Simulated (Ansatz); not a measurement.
# Localised basis functions on twisted Ti3C2O2 MXene bilayer, 52.66° (854 atoms), part 2 of 2

Wanted: errors and times of a linear-scaling basis for twisted Ti3C2O2 MXene bilayer, 52.66° (854 atoms). A setting counts as converged where the r.m.s. difference of forces stays under 1 % of the r.m.s. force.

Ansatz 0.2.0; Kohn-Sham DFT, LDA, PAW (set soft_2), plane waves.

The cell: 366 Ti, 244 C and 244 O. The functional has no dispersion term. Beside vacuum, support functions can miss their usual error bounds without a warning. The main run has no spin polarisation. Sampling is at Γ alone, for a cell whose shortest periodic width is 21 Å.

So far. Step 2 (Plane-wave single point): Mean Löwdin charges: C -0.82, O -0.58, Ti +1.00 e (they miss 0.34 % of the electrons, so they add up to more than the cell's charge).

## 3. Structure statistics (continued)

The surroundings of O454, picked at random, nearest first, numbered as they follow in the input and with coordinates relative to it.

| atom | x | y | z | distance (Å) | bonds | Löwdin charge (e) | Fx | Fy | Fz (eV/Å) |
| --- | --- | --- | --- | --- | --- | --- | --- | --- | --- |
| O454 | 0.00 | 0.00 | 0.00 | 0.00 | 3 | -0.58 | -0.05 | 0.10 | -0.64 |
| Ti571 | 0.78 | -1.55 | -0.91 | 1.96 | 6 | 1.08 | -0.09 | -0.04 | 0.46 |
| Ti452 | -1.75 | 0.13 | -0.90 | 1.97 | 6 | 1.08 | 0.21 | -0.18 | 0.36 |
| Ti431 | 0.98 | 1.49 | -0.91 | 2.00 | 6 | 1.08 | -0.14 | -0.14 | 0.35 |
| C450 | -0.98 | -1.46 | -2.17 | 2.79 | 6 | -0.82 | 0.10 | 0.07 | -0.81 |
| C429 | 1.74 | -0.09 | -2.19 | 2.80 | 6 | -0.82 | 0.19 | -0.12 | -0.64 |
| C443 | -0.78 | 1.57 | -2.18 | 2.80 | 6 | -0.82 | 0.01 | 0.20 | -0.68 |
| O664 | -2.71 | -1.33 | -0.01 | 3.02 | 3 | -0.58 | -0.21 | -0.06 | -0.49 |
| O433 | 2.71 | 1.36 | -0.04 | 3.03 | 3 | -0.58 | 0.23 | 0.10 | -0.21 |
| O573 | 2.54 | -1.66 | -0.01 | 3.04 | 3 | -0.58 | -0.08 | -0.12 | -0.53 |
| O622 | -0.20 | -3.03 | -0.01 | 3.04 | 3 | -0.58 | 0.00 | 0.04 | -0.59 |
| O447 | 0.20 | 3.03 | 0.02 | 3.04 | 3 | -0.59 | -0.13 | 0.15 | -0.84 |
| O482 | -2.53 | 1.70 | -0.01 | 3.05 | 3 | -0.57 | 0.06 | -0.02 | -0.41 |

The column of bonds counts only the pairs Ti-C within 2.64 Å, Ti-O within 2.64 Å; other neighbours, such as metal atoms beside each other in a compound, aren't counted, and periodic images can show an atom twice.

## 4. Support functions medium

With localised support functions most steps grow linearly with size, though the diagonalisation grows faster unless the density matrix is cut; this run measures error and cost at this size. Besides, the program derives a nominal cutoff of 464 eV for this run, against the reference's 420.

This step: Kohn-Sham DFT, LDA, PAW (set soft_2), localised support functions (medium) (Ansatz 0.2.0).

input.yaml

```yaml
crystal:
  lattice:
    - [23.7432, 0.0, 0.0]
    - [-11.8716, 20.56221, 0.0]
    - [0.0, 0.0, 28.52]
  atoms:
    [... the 854 atom lines of step 2 ...]
kpoints:
  mp_grid: { grid: [1, 1, 1] }
hamiltonian:
  xc: lda
scf:
  occupations: { method: gaussian, width: 0.05 }
  eigensolver: { kind: { support_functions: { accuracy: medium } } }
  mixing: { beta: 0.2 }
  max_iter: 150
output:
  forces: true
```

The run is started by

```
$ ansatz run input.yaml --threads 32 --pin off --max-ram 143360MiB --backend cuda --events-out ev --progress --plain --runs-dir out
```

What it wrote:

```text
Warning: scf.eigensolver.kind.support_functions: disabling space-group detection — the functions' gradient is summed over unrotated k-points, so no spatial operation reduces the k-mesh or symmetrises the density; time reversal is kept, so that k and −k are solved as one point where they differ and the mesh holds both, and exact exchange and, on two spinor components, a DFT+U term hold to it where the run has them: [...]
Warning: basis.ecutwfc = 464 eV, auto-derived: no grid that the accuracy of the support functions lays serves the files at the lower one that their records recommend; a deck with other species or settings can derive another value
settings of this run that can trade accuracy for cost: scf.eigensolver.kind.support_functions [...]
[...]
GPU FFT provider: cuFFT
GPU libraries: cuBLAS 13.8.1, cuFFT 12.4.0, cuSOLVER 12.3.2
[...]
Crystal: 854 atoms, lattice volume = 13923.825 Å³
Basis set: ecut = 464 eV, 316121 PW (Γ)
Bands: 4100, of which v1, the nominal top of the filled ones, is band 3416 counted from 1 (3415 counted from 0)
Symmetry: 1 space group operations
k-points: 1
[...]
GPU buffer pool allocated for 6998400 grid points (all kernels)
[...]
SCF iter   1: F=—  HF=-1093366.103236 eV  |F-HF|=—  |Δ(HF+E_count)|=         —  Δρ=1.67e-1  dr2=4.94e3  ethr=1.00e-1
[...]
SCF iter  24: F=—  HF=-1092466.582375 eV  |F-HF|=—  |Δ(HF+E_count)|=   7.37e-7  Δρ=7.39e-6  dr2=6.91e-6  ethr=1.84e-10  κ⁻¹=9.2e-5(r=7)
SCF iter  25: F=-1092466.582368 eV  HF=-1092466.582373 eV  |F-HF|=4.93e-6  |Δ(HF+E_count)|=   2.33e-6  Δρ=5.27e-6  dr2=3.44e-6  ethr=1.01e-10
SCF 1 converged in 25 iterations: F = -1092466.717545 eV  dr2 = 3.44e-6
[...]
SCF converged after 25 iterations
Stability not checked: this state was not tested for a lower state beside it, because the mixer in use, unlike msr1, does not test its closes by its own steps (another_mixer; see scf.mixing.algorithm and scf.lower_state_search)
Free energy (F): -1092466.717545 eV
[...]
Internal energy: -1092466.454154 eV  (E = F + TS)
E sigma→0 (E₀):  -1092466.585849 eV
Entropy (-TS):   -0.263390 eV (-0.308 meV/atom)
Fermi energy:    5.620503 eV
[...]
Σ components = -1092466.717545   (vs F -1092466.717545, Δ=0.00e0)
--- Forces (eV/Å), atoms counted from 1 ---
[... 854 lines of forces left out ...]
  max |Σ_I F_I| component: 1.57e-2 eV/Å
--- Band table (eV) ---
[... left out ...]
  guard bands above this table: 594 of the run's 4100 bands (output.publish_guard_bands: true publishes all)
```

Elapsed: 37 s, on 1 × NVIDIA GB200 with 32 threads of Arm Neoverse V2, shared host; peak memory 4.2 GiB; 80 s of CPU time.

That memory is the host's; the program planned up to 34.2 GiB on the GPU.

The program notes that the band table was not solved further than the SCF left it and it switched symmetry off.

Keys that differ from the reference: support_functions.accuracy = "medium", scf.max_iter = 150 and scf.mixing.beta = 0.2.

Forces differ from the reference by 0.88 meV/Å r.m.s., 0.27 % of their size, well within a tolerance of 1 %; the energy by -4.9 meV/atom.

## 5. What each setting buys

Differences are against the plane-wave reference (Kohn-Sham DFT, LDA, PAW (set soft_2), plane waves), whose r.m.s. force component is 0.323 eV/Å. Energies are set beside the reference only for runs with its functional, potentials and electron count. Times are for 1 × NVIDIA GB200 with 32 threads of Arm Neoverse V2, shared host. The reference's time includes the DOS, which some other runs skip.

| run | Δ force, r.m.s. (meV/Å) | share of r.m.s. force (%) | Δ energy (meV/atom) | cycles | time | host memory (GiB) | planned on the GPU (GiB) |
| --- | --- | --- | --- | --- | --- | --- | --- |
| reference | - | - | - | 12 | 41 s | 14 | 120 |
| support functions medium | 0.88 | 0.273 | -4.89 | 25 | 37 s | 4.2 | 34 |

## 6. What came out

```yaml
free_energy_per_atom: -1279.2301 eV/atom
r_m_s_force_component: 0.3228 eV/Å
wall_time_of_the_2_dft_runs: 79 s
```

Against plane waves at 420 eV, the forces differ by 0.88 meV/Å (0.27 %) with support functions medium. In energy the support functions at preset levels lie below plane waves at 420 eV. Their grid holds more waves than that cutoff, so part of the difference is likely the reference's own basis error.

13 levels are partly filled, by over 2 % (at Γ alone): no clear gap opens at this level. Levels of broken or missing bonds inside a gap of the host would look the same. With the cutoffs above, all C atoms have 6, all O atoms have 3 and all Ti atoms have 6 bonded neighbours.

**Limits.** The geometry was built by rule, was displaced at random and isn't relaxed at this level: its force components are 0.32 eV/Å r.m.s.

[Logs are printed without paths, hosts, clocks, repeated set-up lines and the standing remarks that a program may print on its own settings, such as how far it seeks lower states.]

[Hosts, paths, dates, database ids (printed as entryN), source tags and the programs' standing remarks are cut or masked in the printed files.]
